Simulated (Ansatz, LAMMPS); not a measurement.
# Structural relaxation of Li+ BF4- in dimethyl carbonate and dimethyl sulfoxide, from a frame at 300 K (114 atoms), part 2 of 3

Aim: bring Li+ BF4- in dimethyl carbonate and dimethyl sulfoxide, from a frame at 300 K (114 atoms) to a nearby minimum of the energy and see what moves.

Ansatz 0.2.0; Kohn-Sham DFT, r2SCAN+D3(BJ), PAW (set soft_2), plane waves.

The cell: 24 C, 21 O, 54 H, 3 S, 2 B, 8 F and 2 Li. The network of contacts between molecules at the start is that of the classical potential that made the cell. The density was typed from a rule of thumb and may lie off the real one at this temperature. Only the Γ point is sampled, in a cell whose shortest periodic width is 11 Å.

So far. Step 3 (Single point at the start): Neighbours are counted within 1.34 Å (H-C), 1.73 Å (C-O), 2.21 Å (C-S), 1.93 Å (O-S), 2.43 Å (O-Li), 1.72 Å (F-B), 2.43 Å (F-Li).

## 4. Relaxation

The atoms are relaxed in the fixed cell, aiming at the force tolerance of the input.

Contents of input.yaml:

```yaml
crystal:
  lattice:
    - [11.09509, 0.0, 0.0]
    - [0.0, 11.09509, 0.0]
    - [0.0, 0.0, 11.09509]
  atoms:
    [... the 114 atom lines of step 3 ...]
kpoints:
  mp_grid: { grid: [1, 1, 1] }
hamiltonian:
  xc: r2scan
  dispersion: d3bj
scf:
  occupations: { method: fixed }
output:
  forces: true
relax:
  f_tol: 0.05
  max_steps: 200
```

The run is started by

```sh
> ansatz run input.yaml --threads 4 --pin off --max-ram 8192MiB --backend cpu --events-out ev --progress --plain --runs-dir out
```

Numbers of over 12 decimals in the logs are rounded to 6 here.

Output:

```text
[...]
Crystal: 114 atoms, lattice volume = 1365.817 Å³
Basis set: ecut = 500 eV, 34697 PW (Γ), exchange–correlation on 324×324×324 points (64 copies of the dense FFT grid, shifted against one another)
Bands: 295, of which v1, the nominal top of the filled ones, is band 181 counted from 1 (180 counted from 0)
Symmetry: 1 space group operations
[...]
k-points: 1
[...]
SCF iter   1: F=—  HF=-28767.233515 eV  |F-HF|=—  |Δ(HF+E_count)|=         —  Δρ=8.83e-3  dr2=1.20e0  dr2_τ=8.33e0  ethr=1.77e-3  ⟨swp⟩=6.0  Hψ=1033  notcnv=0  defer=112
[...]
SCF iter   3: F=—  HF=-28766.226679 eV  |F-HF|=—  |Δ(HF+E_count)|=   2.11e-2  Δρ=1.95e-3  dr2=5.15e-2  dr2_τ=3.75e-3  ethr=5.03e-5  ⟨swp⟩=3.0  Hψ=347  notcnv=0  defer=51
automatic band count: iteration 3 solves 234 bands in place of 295: the levels show a gap, and the empty bands left out lie too high to hold charge; the band table lists the bands solved (type scf.n_extra_bands for more)
SCF iter   4: F=—  HF=-28766.228455 eV  |F-HF|=—  |Δ(HF+E_count)|=   1.78e-3  Δρ=6.89e-4  dr2=7.07e-3  dr2_τ=9.49e-4  ethr=1.42e-5  ⟨swp⟩=3.0  Hψ=389  notcnv=0  defer=51
[...]
SCF iter   8: F=-28766.231282 eV  HF=-28766.231267 eV  |F-HF|=1.47e-5  |Δ(HF+E_count)|=   2.98e-5  Δρ=1.66e-5  dr2=4.28e-6  dr2_τ=4.02e-7  ethr=1.02e-8  ⟨swp⟩=4.0  Hψ=725  notcnv=0
SCF 1 converged in 8 iterations: F = -28766.231282 eV  dr2 = 4.28e-6
[...]
relax step   1: F+E_penalty+E_count = -28766.23128169 eV  Δ(F+E_penalty+E_count) = +0.000e0 eV  max|allowed force component| = 3.606e0 eV/Å  Δτ_max = 0.0000 Å  (8 SCF iters, dr2 threshold 6.25e-5 eV, accepted)
[... from here on, the SCF cycles and remarks between the steps are left out ...]
relax step   2: F+E_penalty+E_count = -28770.27184749 eV  Δ(F+E_penalty+E_count) = -4.041e0 eV  max|allowed force component| = 2.181e0 eV/Å  Δτ_max = 0.1926 Å  (8 SCF iters, dr2 threshold 1.00e-4 eV, accepted)
relax step   3: F+E_penalty+E_count = -28771.18192356 eV  Δ(F+E_penalty+E_count) = -9.101e-1 eV  max|allowed force component| = 1.230e0 eV/Å  Δτ_max = 0.1945 Å  (7 SCF iters, dr2 threshold 1.00e-4 eV, accepted)
relax step   4: F+E_penalty+E_count = -28771.57993104 eV  Δ(F+E_penalty+E_count) = -3.980e-1 eV  max|allowed force component| = 4.068e-1 eV/Å  Δτ_max = 0.1943 Å  (7 SCF iters, dr2 threshold 1.00e-4 eV, accepted)
relax step   5: F+E_penalty+E_count = -28771.75120769 eV  Δ(F+E_penalty+E_count) = -1.713e-1 eV  max|allowed force component| = 5.187e-1 eV/Å  Δτ_max = 0.1949 Å  (7 SCF iters, dr2 threshold 1.81e-5 eV, accepted)
relax step   6: F+E_penalty+E_count = -28771.84210609 eV  Δ(F+E_penalty+E_count) = -9.090e-2 eV  max|allowed force component| = 6.777e-1 eV/Å  Δτ_max = 0.1949 Å  (7 SCF iters, dr2 threshold 2.94e-5 eV, accepted)
relax step   7: F+E_penalty+E_count = -28771.91496490 eV  Δ(F+E_penalty+E_count) = -7.286e-2 eV  max|allowed force component| = 6.176e-1 eV/Å  Δτ_max = 0.1944 Å  (6 SCF iters, dr2 threshold 1.00e-4 eV, accepted)
relax step   8: F+E_penalty+E_count = -28771.98523613 eV  Δ(F+E_penalty+E_count) = -7.027e-2 eV  max|allowed force component| = 5.177e-1 eV/Å  Δτ_max = 0.1355 Å  (7 SCF iters, dr2 threshold 1.00e-4 eV, accepted)
relax step   9: F+E_penalty+E_count = -28772.04698430 eV  Δ(F+E_penalty+E_count) = -6.175e-2 eV  max|allowed force component| = 3.821e-1 eV/Å  Δτ_max = 0.1729 Å  (7 SCF iters, dr2 threshold 1.00e-4 eV, accepted)
relax step  10: F+E_penalty+E_count = -28772.08582860 eV  Δ(F+E_penalty+E_count) = -3.884e-2 eV  max|allowed force component| = 2.577e-1 eV/Å  Δτ_max = 0.1094 Å  (7 SCF iters, dr2 threshold 7.96e-5 eV, accepted)
relax step  11: F+E_penalty+E_count = -28772.12213228 eV  Δ(F+E_penalty+E_count) = -3.630e-2 eV  max|allowed force component| = 5.673e-1 eV/Å  Δτ_max = 0.1754 Å  (7 SCF iters, dr2 threshold 3.02e-5 eV, accepted)
relax step  12: F+E_penalty+E_count = -28772.14564230 eV  Δ(F+E_penalty+E_count) = -2.351e-2 eV  max|allowed force component| = 6.565e-1 eV/Å  Δτ_max = 0.1538 Å  (6 SCF iters, dr2 threshold 1.00e-4 eV, accepted)
relax step  13: F+E_penalty+E_count = -28772.17563211 eV  Δ(F+E_penalty+E_count) = -2.999e-2 eV  max|allowed force component| = 5.138e-1 eV/Å  Δτ_max = 0.1017 Å  (5 SCF iters, dr2 threshold 1.00e-4 eV, accepted)
relax step  14: F+E_penalty+E_count = -28772.21892945 eV  Δ(F+E_penalty+E_count) = -4.330e-2 eV  max|allowed force component| = 1.850e-1 eV/Å  Δτ_max = 0.1662 Å  (7 SCF iters, dr2 threshold 1.00e-4 eV, accepted)
relax step  15: F+E_penalty+E_count = -28772.24246126 eV  Δ(F+E_penalty+E_count) = -2.353e-2 eV  max|allowed force component| = 2.541e-1 eV/Å  Δτ_max = 0.1216 Å  (8 SCF iters, dr2 threshold 4.44e-6 eV, accepted)
relax step  16: F+E_penalty+E_count = -28772.25634241 eV  Δ(F+E_penalty+E_count) = -1.388e-2 eV  max|allowed force component| = 1.593e-1 eV/Å  Δτ_max = 0.0775 Å  (7 SCF iters, dr2 threshold 8.37e-6 eV, accepted)
relax step  17: F+E_penalty+E_count = -28772.26744336 eV  Δ(F+E_penalty+E_count) = -1.110e-2 eV  max|allowed force component| = 8.182e-2 eV/Å  Δτ_max = 0.0948 Å  (7 SCF iters, dr2 threshold 9.99e-6 eV, accepted)
[...]
relax step  21: F+E_penalty+E_count = -28772.30196142 eV  Δ(F+E_penalty+E_count) = -1.175e-2 eV  max|allowed force component| = 1.065e-1 eV/Å  Δτ_max = 0.0475 Å  (5 SCF iters, dr2 threshold 9.35e-5 eV, accepted)
relax step  22: F+E_penalty+E_count = -28772.31441333 eV  Δ(F+E_penalty+E_count) = -1.245e-2 eV  max|allowed force component| = 1.089e-1 eV/Å  Δτ_max = 0.1183 Å  (10 SCF iters, accepted)
relax step  23: F+E_penalty+E_count = -28772.32114894 eV  Δ(F+E_penalty+E_count) = -6.736e-3 eV  max|allowed force component| = 1.640e-1 eV/Å  Δτ_max = 0.1048 Å  (10 SCF iters, accepted)
relax step  24: F+E_penalty+E_count = -28772.32719638 eV  Δ(F+E_penalty+E_count) = -6.047e-3 eV  max|allowed force component| = 1.837e-1 eV/Å  Δτ_max = 0.0598 Å  (6 SCF iters, dr2 threshold 2.69e-5 eV, accepted)
relax step  25: F+E_penalty+E_count = -28772.33468763 eV  Δ(F+E_penalty+E_count) = -7.491e-3 eV  max|allowed force component| = 2.012e-1 eV/Å  Δτ_max = 0.0889 Å  (7 SCF iters, dr2 threshold 3.38e-5 eV, accepted)
relax step  26: F+E_penalty+E_count = -28772.33901080 eV  Δ(F+E_penalty+E_count) = -4.323e-3 eV  max|allowed force component| = 1.902e-1 eV/Å  Δτ_max = 0.0801 Å  (6 SCF iters, dr2 threshold 4.05e-5 eV, accepted)
relax step  27: F+E_penalty+E_count = -28772.34311795 eV  Δ(F+E_penalty+E_count) = -4.107e-3 eV  max|allowed force component| = 1.635e-1 eV/Å  Δτ_max = 0.0595 Å  (6 SCF iters, dr2 threshold 3.24e-5 eV, accepted)
relax step  28: F+E_penalty+E_count = -28772.34716764 eV  Δ(F+E_penalty+E_count) = -4.050e-3 eV  max|allowed force component| = 1.091e-1 eV/Å  Δτ_max = 0.0637 Å  (7 SCF iters, dr2 threshold 1.97e-5 eV, accepted)
[...]
relax step  30: F+E_penalty+E_count = -28772.35208014 eV  Δ(F+E_penalty+E_count) = -2.259e-3 eV  max|allowed force component| = 5.921e-2 eV/Å  Δτ_max = 0.0433 Å  (9 SCF iters, accepted)
relax step  31: F+E_penalty+E_count = -28772.35494150 eV  Δ(F+E_penalty+E_count) = -2.861e-3 eV  max|allowed force component| = 8.837e-2 eV/Å  Δτ_max = 0.0861 Å  (9 SCF iters, accepted)
[...]
relax step  40: F+E_penalty+E_count = -28772.38134516 eV  Δ(F+E_penalty+E_count) = -5.735e-3 eV  max|allowed force component| = 1.563e-1 eV/Å  Δτ_max = 0.1958 Å  (8 SCF iters, dr2 threshold 3.09e-6 eV, accepted)
relax step  41: F+E_penalty+E_count = -28772.38486825 eV  Δ(F+E_penalty+E_count) = -3.523e-3 eV  max|allowed force component| = 2.200e-1 eV/Å  Δτ_max = 0.1390 Å  (7 SCF iters, dr2 threshold 7.44e-6 eV, accepted)
relax step  42: F+E_penalty+E_count = -28772.39110988 eV  Δ(F+E_penalty+E_count) = -6.242e-3 eV  max|allowed force component| = 2.457e-1 eV/Å  Δτ_max = 0.1175 Å  (5 SCF iters, dr2 threshold 4.84e-5 eV, accepted)
relax step  43: F+E_penalty+E_count = -28772.40117328 eV  Δ(F+E_penalty+E_count) = -1.006e-2 eV  max|allowed force component| = 2.594e-1 eV/Å  Δτ_max = 0.1813 Å  (6 SCF iters, dr2 threshold 6.04e-5 eV, accepted)
relax step  44: F+E_penalty+E_count = -28772.40913919 eV  Δ(F+E_penalty+E_count) = -7.966e-3 eV  max|allowed force component| = 3.234e-1 eV/Å  Δτ_max = 0.1952 Å  (6 SCF iters, dr2 threshold 6.73e-5 eV, accepted)
relax step  45: F+E_penalty+E_count = -28772.41290817 eV  Δ(F+E_penalty+E_count) = -3.769e-3 eV  max|allowed force component| = 3.634e-1 eV/Å  Δτ_max = 0.1896 Å  (6 SCF iters, dr2 threshold 1.00e-4 eV, accepted)
relax step  46: F+E_penalty+E_count = -28772.41876056 eV  Δ(F+E_penalty+E_count) = -5.852e-3 eV  max|allowed force component| = 2.755e-1 eV/Å  Δτ_max = 0.0383 Å  (4 SCF iters, dr2 threshold 1.00e-4 eV, accepted)
relax step  47: F+E_penalty+E_count = -28772.42100870 eV  Δ(F+E_penalty+E_count) = -2.248e-3 eV  max|allowed force component| = 9.753e-2 eV/Å  Δτ_max = 0.0680 Å  (6 SCF iters, dr2 threshold 4.37e-5 eV, accepted)
relax step  48: F+E_penalty+E_count = -28772.42462993 eV  Δ(F+E_penalty+E_count) = -3.621e-3 eV  max|allowed force component| = 3.650e-2 eV/Å  Δτ_max = 0.0360 Å  (8 SCF iters, accepted)
relax step  49: F+E_penalty+E_count = -28772.42607871 eV  Δ(F+E_penalty+E_count) = -1.449e-3 eV  max|allowed force component| = 2.632e-2 eV/Å  Δτ_max = 0.0591 Å  (9 SCF iters, accepted)
[...]
SCF iter   2: F=-28772.426079 eV  HF=-28772.426079 eV  |F-HF|=2.51e-8  |Δ(HF+E_count)|=   2.34e-8  Δρ=5.00e-7  dr2=7.24e-9  dr2_τ=6.67e-10  ethr=6.94e-12  ⟨swp⟩=4.0  Hψ=683  notcnv=0
SCF 50 converged in 2 iterations: F = -28772.426079 eV  dr2 = 7.24e-9
SCF converged after 2 iterations
Free energy (F): -28772.426079 eV
[...]
Internal energy: -28772.426079 eV  (E = F + TS)
E sigma→0 (E₀):  -28772.426079 eV
Fermi energy:    -0.722386 eV
[...]
--- Forces (eV/Å), atoms counted from 1 ---
  atom   1  C     -0.00092801    -0.00530974    -0.00154051
  atom   2  O     -0.00464014     0.00616153     0.00224354
  atom   3  C      0.00134106    -0.00992675     0.00435502
  atom   4  O     -0.00072402     0.00608449    -0.00409584
  atom   5  O     -0.00104113     0.00196547    -0.00007173
  atom   6  C      0.00193894     0.00131315    -0.00144647
  atom   7  H     -0.00112913    -0.00190004    -0.00112783
  atom   8  H      0.00071375    -0.00093951     0.00075154
  atom   9  H      0.00084310     0.00723677    -0.00046676
  atom  10  H      0.00021033    -0.00012163     0.00031073
  atom  11  H     -0.00115748     0.00087849    -0.00056569
  atom  12  H     -0.00123730     0.00016933    -0.00003195
  atom  13  C     -0.00110094     0.00168674     0.00297084
  atom  14  O      0.00176569     0.00086916     0.00034429
[...]
atom 113  Li    -0.00107560     0.00003752    -0.00176663
  atom 114  Li     0.00060404    -0.00228211    -0.00113008
  max |Σ_I F_I| component: 5.79e-5 eV/Å
--- Relaxed structure (49 steps of the walk, 49 accepted, 0 SCFs on fresh bases) ---
  F+E_penalty+E_count = -28772.42607871 eV   max|allowed force component| = 2.632e-2 eV/Å
  atoms:
    - { symbol: C, position: [0.383024, 0.501018, 0.590034] }
    - { symbol: O, position: [0.512785, 0.493458, 0.577659] }
    - { symbol: C, position: [0.555714, 0.383347, 0.561658] }
    - { symbol: O, position: [0.496112, 0.291456, 0.559840] }
[...]
- { symbol: Li, position: [0.391393, 0.181159, 0.475270] }
```

Elapsed: 14 min, on 4 threads of Intel Xeon Platinum 8488C (Sapphire Rapids), shared host; peak memory 3.3 GiB.

The steps of the relaxation (22 of 49):

```csv
step,energy less that of the first step (eV),largest force component (eV/Å)
1,0.0000,3.6058
3,-4.9506,1.2298
6,-5.6108,0.6777
8,-5.7540,0.5177
10,-5.8545,0.2577
12,-5.9144,0.6565
15,-6.0112,0.2541
17,-6.0362,0.0818
19,-6.0515,0.2386
22,-6.0831,0.1089
24,-6.0959,0.1837
26,-6.1077,0.1902
28,-6.1159,0.1091
31,-6.1237,0.0884
33,-6.1281,0.0987
35,-6.1328,0.0991
38,-6.1403,0.1825
40,-6.1501,0.1563
42,-6.1598,0.2457
44,-6.1779,0.3234
47,-6.1897,0.0975
49,-6.1948,0.0263
```

The atoms that moved most (Å):

```csv
atom,dx,dy,dz,length
H77,-1.628,1.493,0.168,2.215
H79,-1.069,1.439,0.420,1.841
H70,0.428,1.526,0.780,1.766
C73,-1.251,1.101,0.164,1.674
H78,-1.497,0.668,-0.309,1.669
O62,-0.599,1.032,-1.047,1.588
H67,0.231,1.055,-1.104,1.544
H20,0.864,0.672,0.966,1.460
```

The relaxation changed the energy by -54.3 meV/atom, and atoms moved by 0.92 Å r.m.s., 2.2 Å at most.

## 5. Structure statistics after relaxation

Bonds before and after, by the cutoffs listed below:

```csv
pair,bonds before,bonds after,mean before (Å),mean after (Å),spread before (Å),spread after (Å)
H-C,54,54,1.089,1.088,0.032,0.002
C-O,30,30,1.353,1.351,0.075,0.086
C-S,6,6,1.836,1.797,0.040,0.004
O-S,3,3,1.513,1.507,0.024,0.003
O-Li,6,6,1.880,1.927,0.069,0.035
F-B,8,8,1.415,1.405,0.038,0.017
F-Li,3,2,2.016,1.900,0.027,0.018
```

Density 1.17 g/cm³, 11.98 Å³ an atom.

Pair distribution functions g(r), in bins of 0.2 Å:

```csv
r (Å),total,H-H,H-C,H-O,H-F,H-S,H-B
1.00,3.90,0.00,19.60,0.00,0.00,0.00,0.00
1.20,0.33,0.00,0.00,0.00,0.00,0.00,0.00
1.40,1.41,0.00,0.00,0.00,0.00,0.00,0.00
1.60,0.11,0.00,0.00,0.00,0.00,0.00,0.00
1.80,1.63,6.35,0.00,0.00,0.00,0.00,0.00
2.00,0.84,0.00,0.00,4.08,0.00,0.00,0.00
2.20,0.53,0.00,0.00,0.09,0.25,0.00,0.00
2.40,0.69,0.31,0.00,0.33,1.65,10.75,0.00
2.60,1.05,0.61,1.35,1.75,1.91,0.00,0.00
2.80,0.72,0.68,0.69,1.71,1.27,0.00,0.61
3.00,0.61,0.62,0.52,0.81,0.70,0.00,1.67
3.20,0.76,0.80,1.14,0.23,0.73,0.31,0.97
3.40,0.93,0.77,0.61,0.54,0.68,1.44,2.65
3.60,0.99,0.69,1.27,1.12,0.68,1.04,1.53
3.80,1.24,1.24,1.02,1.82,1.49,0.23,2.80
4.00,1.04,0.86,1.02,0.93,1.50,0.84,0.93
4.20,1.15,1.01,0.93,1.39,2.21,0.77,0.29
4.40,1.06,1.10,0.84,1.06,1.18,0.86,1.04
4.60,1.04,0.98,1.23,1.00,1.19,1.57,0.96
4.80,1.03,1.26,1.21,0.62,1.09,1.01,1.51
5.00,1.08,1.21,1.29,0.90,0.81,1.34,2.58
5.20,1.04,1.07,1.04,1.03,0.60,1.24,0.56
5.40,0.96,0.93,1.14,0.86,0.73,0.92,0.86
```

Bonds by pair of elements; cutoffs follow the first minimum of g(r), held within bounds set by covalent radii, and pairs that aren't listed don't count as bonded:

```csv
pair A-B,cutoff (Å),bonds,mean length (Å),spread (Å),shortest (Å),B about A,A about B
H-C,1.34,54,1.09,0.002,1.08,1,2.25
C-O,1.73,30,1.35,0.086,1.21,1.25,1.43
C-S,2.21,6,1.80,0.004,1.79,0.25,2
O-S,1.93,3,1.51,0.003,1.50,0.143,1
O-Li,2.38,6,1.93,0.035,1.89,0.286,3
F-B,1.72,8,1.41,0.017,1.39,1,4
F-Li,2.33,2,1.9,0.018,1.88,0.25,1
```

How many atoms have how many bonded neighbours:

```csv
element,mean,1,2,3,4
B,4,0,0,0,2
C,3.75,0,0,6,18
F,1.25,6,2,0,0
H,1,54,0,0,0
Li,4,0,0,0,2
O,1.86,3,18,0,0
S,3,0,0,3,0
```

Bond angles (no mean is given where the spread exceeds 20°):

```csv
angle,count,mean (°),spread (°)
H-C-H,54,111,0.6
H-C-O,36,108,2.2
O-C-O,18,120,8.1
H-C-S,18,108,1
F-B-F,12,110,1.1
```

Bond length by coordination (bonds to H left out):

```csv
element,coordination,atoms,mean bond length (Å)
C,3,6,1.29
C,4,18,1.56
F,1,6,1.40
F,2,2,1.67
O,1,3,1.31
O,2,18,1.46
```

Counting bonds as in the table, all B atoms have 4, 75 % of C atoms have 4, 75 % of F atoms have 1 and all H atoms have 1 bonded neighbour. The H-C-H angle averages 111° with a spread of 0.6°.

(Continued in part 3 of 3.)

[Logs are printed without paths, hosts, clocks, repeated set-up lines and the standing remarks that a program may print on its own settings, such as how far it seeks lower states.]

[Hosts, paths, dates, database ids (printed as entryN), source tags and the programs' standing remarks are cut or masked in the printed files.]
